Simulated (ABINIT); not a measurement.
# Beyond one shot: CaO (Fm-3m), part 2 of 2

Aim: iterate the self-energy on CaO (Fm-3m) and follow the gap from cycle to cycle.

ABINIT 10.8.3; PBE and many-body steps on it, plane waves. Known limits of the many-body steps: not at the basis limit; coarse k mesh.

So far. Step 11 (evGW, cycle 1): Against G0W0 in ABINIT (4×4×4 mesh, 41 bands, screening to 130.6 eV, Godby-Needs plasmon pole), the gap moves by +1.047 eV. Step 14 (evGW, cycle 2): Against the cycle before, the gap moves by +0.116 eV.

**17. evGW, cycle 3**

This step: evGW on PBE, plane waves, norm-conserving pseudopotentials.

run.abi reads:

```
acell 3*1.0 Angstrom
rprim 
  -0.000000000000 2.403555696000 2.403555696000
  2.403555696000 -0.000000000000 2.403555696000
  2.403555696000 2.403555696000 -0.000000000000
ntypat 2
znucl 20 8
natom 2
typat 1 2
xred 
  0.000000000000 0.000000000000 0.000000000000
  0.500000000000 0.500000000000 0.500000000000
pp_dirpath "pseudos"
pseudos "Ca.upf, O.upf"
ecut 36
ngkpt 4 4 4
nshiftk 1
shiftk 0 0 0
kptopt 1
chksymbreak 0
istwfk *1
occopt 1
irdwfk 1
optdriver 4
nband 41
gwcalctyp 10
ecutsigx 36
symsigma 1
nkptgw 8
kptgw 
  0.0000000000 0.0000000000 0.0000000000
  0.2500000000 0.0000000000 0.0000000000
  0.5000000000 0.0000000000 0.0000000000
  0.2500000000 0.2500000000 0.0000000000
  0.5000000000 0.2500000000 0.0000000000
  -0.2500000000 0.2500000000 0.0000000000
  0.5000000000 0.5000000000 0.0000000000
  -0.2500000000 0.5000000000 0.2500000000
bdgw 
  1 14
  1 14
  1 14
  1 14
  1 14
  1 14
  1 14
  1 14
ecuteps 4.8
irdscr 1
ppmodel 1
irdqps 1
indata_prefix "in"
outdata_prefix "out"
tmpdata_prefix "tmp"
```

Run with:

```bash
> OMP_NUM_THREADS=1 mpirun -n 4 abinit run.abi > log
```

The job ended after 23 s (4 MPI ranks of Arm Neoverse V1, shared host; peak memory 0.78 GiB).

Numbers from this step:

```yaml
quasiparticle_gap_on_the_mesh: 6.904 eV
gap_of_the_density_functional_on_the_mesh: 3.662 eV
k_of_the_valence_top: 0, 0, 0
k_of_the_conduction_bottom: 0.5, 0.5, 0
least_direct_quasiparticle_gap_on_the_computed_points: 7.086 eV
```

Against the cycle before, the gap moves by +0.021 eV.

**18. Screening, 4×4×4 mesh, 41 bands, screening to 130.6 eV**

This step: RPA screening on PBE, plane waves, norm-conserving pseudopotentials.

run.abi reads:

```
acell 3*1.0 Angstrom
rprim 
  -0.000000000000 2.403555696000 2.403555696000
  2.403555696000 -0.000000000000 2.403555696000
  2.403555696000 2.403555696000 -0.000000000000
ntypat 2
znucl 20 8
natom 2
typat 1 2
xred 
  0.000000000000 0.000000000000 0.000000000000
  0.500000000000 0.500000000000 0.500000000000
pp_dirpath "pseudos"
pseudos "Ca.upf, O.upf"
ecut 36
ngkpt 4 4 4
nshiftk 1
shiftk 0 0 0
kptopt 1
chksymbreak 0
istwfk *1
occopt 1
irdwfk 1
optdriver 3
nband 41
ecuteps 4.8
inclvkb 2
awtr 1
symchi 1
gwcalctyp 10
mbpt_sciss 3.648 eV
nqptdm 1
qptdm 
  0 0 0
indata_prefix "in"
outdata_prefix "out"
tmpdata_prefix "tmp"
```

Elapsed: 2.7 s, on 4 MPI ranks; peak memory 0.11 GiB; 10 s of CPU time.

This step gave:

```
ε∞ with local fields, on this mesh, along the program's q direction : 2.906
the same without local fields                                       : 3.136
plasma frequency                                                    : 28.19 eV
plane waves in the screening matrix                                 : 113
```

This screening uses the functional's bands under a rigid shift, the mean opening of the cycle before.

**19. Screening, 4×4×4 mesh, 41 bands, screening to 130.6 eV**

This step: RPA screening on PBE from quasiparticle energies, plane waves, norm-conserving pseudopotentials.

run.abi, as its differences from that of step 18:

```diff
@@ -29,7 +29,13 @@
 symchi 1
+irdqps 1
 gwcalctyp 10
-mbpt_sciss 3.648 eV
-nqptdm 1
+nqptdm 7
 qptdm 
-  0 0 0
+  0.2500000000 0.0000000000 0.0000000000
+  0.5000000000 0.0000000000 0.0000000000
+  0.2500000000 0.2500000000 0.0000000000
+  0.5000000000 0.2500000000 0.0000000000
+  -0.2500000000 0.2500000000 0.0000000000
+  0.5000000000 0.5000000000 0.0000000000
+  -0.2500000000 0.5000000000 0.2500000000
 indata_prefix "in"
```

mrgscr.stdin reads:

```
2
merged
q0_SCR
out_SCR
1
```

Run with:

```bash
> OMP_NUM_THREADS=1 mpirun -n 4 abinit run.abi > log; mrgscr < mrgscr.stdin
```

Run time: 5.2 s. Hardware: 4 MPI ranks; peak memory 0.4 GiB.

This step gave:

```yaml
plasma_frequency: 28.19 eV
plane_waves_in_the_screening_matrix: 113
```

This screening reads the quasiparticle levels of the cycle before.

**20. evGW, cycle 4**

This step: evGW on PBE, plane waves, norm-conserving pseudopotentials.

run.abi, as its differences from that of step 19:

```diff
@@ -23,12 +23,10 @@
 irdwfk 1
-optdriver 3
+optdriver 4
 nband 41
-ecuteps 4.8
-inclvkb 2
-awtr 1
-symchi 1
-irdqps 1
 gwcalctyp 10
-nqptdm 7
-qptdm 
+ecutsigx 36
+symsigma 1
+nkptgw 8
+kptgw 
+  0.0000000000 0.0000000000 0.0000000000
   0.2500000000 0.0000000000 0.0000000000
@@ -40,2 +38,15 @@
   -0.2500000000 0.5000000000 0.2500000000
+bdgw 
+  1 14
+  1 14
+  1 14
+  1 14
+  1 14
+  1 14
+  1 14
+  1 14
+ecuteps 4.8
+irdscr 1
+ppmodel 1
+irdqps 1
 indata_prefix "in"
```

Run with:

```bash
> OMP_NUM_THREADS=1 mpirun -n 4 abinit run.abi > log
```

The job ended after 23 s (4 MPI ranks; peak memory 0.78 GiB; 91 s of CPU time).

This step gave:

* quasiparticle gap on the mesh: 6.907 eV
* gap of the density functional on the mesh: 3.662 eV
* k of the valence top: 0, 0, 0
* k of the conduction bottom: 0.5, 0.5, 0
* least direct quasiparticle gap on the computed points: 7.09 eV

Against the cycle before, the gap moves by +0.003 eV.

**21. The runs together**

Times are wall times on 4 MPI ranks of Arm Neoverse V1, shared host, good to a factor of about two. A run's time includes the screening step that it read.

| run | mesh | bands | screening cutoff (eV) | DFT gap (eV) | gap on the mesh (eV) | direct (eV) | ε∞ used | time |
| --- | --- | --- | --- | --- | --- | --- | --- | --- |
| G0W0 | 4×4×4 | 41 | 130.6 | 3.662 | 5.720 | 6.048 | 3.67 | 9.3 s |
| evGW0, cycle 1 | 4×4×4 | 41 | 130.6 | 3.662 | 6.125 | 6.327 | 3.67 | 29 s |
| evGW0, cycle 2 | 4×4×4 | 41 | 130.6 | 3.662 | 6.078 | 6.318 | 3.67 | 29 s |
| evGW0, cycle 3 | 4×4×4 | 41 | 130.6 | 3.662 | 6.067 | 6.306 | 3.67 | 29 s |
| evGW0, cycle 4 | 4×4×4 | 41 | 130.6 | 3.662 | 6.070 | 6.309 | 3.67 | 29 s |
| evGW, cycle 1 | 4×4×4 | 41 | 130.6 | 3.662 | 6.767 | 6.968 | 3.04 | 32 s |
| evGW, cycle 2 | 4×4×4 | 41 | 130.6 | 3.662 | 6.883 | 7.068 | 2.93 | 32 s |
| evGW, cycle 3 | 4×4×4 | 41 | 130.6 | 3.662 | 6.904 | 7.086 | 2.91 | 31 s |
| evGW, cycle 4 | 4×4×4 | 41 | 130.6 | 3.662 | 6.907 | 7.090 | 2.91 | 31 s |

**22. Outcome**

```
G0W0           : 5.720 eV
evGW0, cycle 1 : 6.125 eV
evGW0, cycle 2 : 6.078 eV
evGW0, cycle 3 : 6.067 eV
evGW0, cycle 4 : 6.070 eV
evGW, cycle 1  : 6.767 eV
evGW, cycle 2  : 6.883 eV
evGW, cycle 3  : 6.904 eV
evGW, cycle 4  : 6.907 eV
known limits   : not at the basis limit; coarse k mesh
```

**Reading.** Only the bands that the input lists are updated; the others, empty or deep, keep the functional's energies or take a rigid shift. The evGW loop starts from the last levels of evGW0, so its cycles and time come on top of those. evGW0 ends at 6.07 eV, +0.35 eV from G0W0, after 4 cycles that took 93 s beside the first screening; the last moved the gap by 0.003 eV. evGW ends at 6.91 eV, +1.19 eV from G0W0, after 4 cycles that took 2.1 min beside the first screening; the last moved the gap by 0.003 eV. The first cycle of evGW0 takes the full correction, without the factor Z, so it overshoots the one-shot value. Bands and cutoff are finite, so the gap is not at the basis limit. The miss can reach some tenths of an eV and take either sign; the mesh is an error of its own. The 4×4×4 mesh is coarse for this cell, which bears on the long-range parts of exchange and screening. In the updated screening the q = 0 part is built from Kohn-Sham bands under a rigid shift, the other q from the quasiparticle levels.

[Paths, hosts, dates, memory and timing lines, banners, echoed tables and standing remarks are left out of the program output.]

[Logs are printed without paths, hosts, clocks, repeated set-up lines and the standing remarks that a program may print on its own settings, such as how far it seeks lower states.]

[Runs of the session that timed out or met a known fault of the program may be left out.]

[Hosts, paths, dates, database ids (printed as entryN), source tags and the programs' standing remarks are cut or masked in the printed files.]

[G0W0 gaps are taken among the corrected bands and points alone; a level outside them can change the order at an edge.]

[Where Ansatz stands beside ABINIT at settings called matched, ABINIT's density can come from a denser mesh and the files from another edition; pairs whose starting gaps differed by over 0.03 eV were left out, so agreement reads better than it is.]
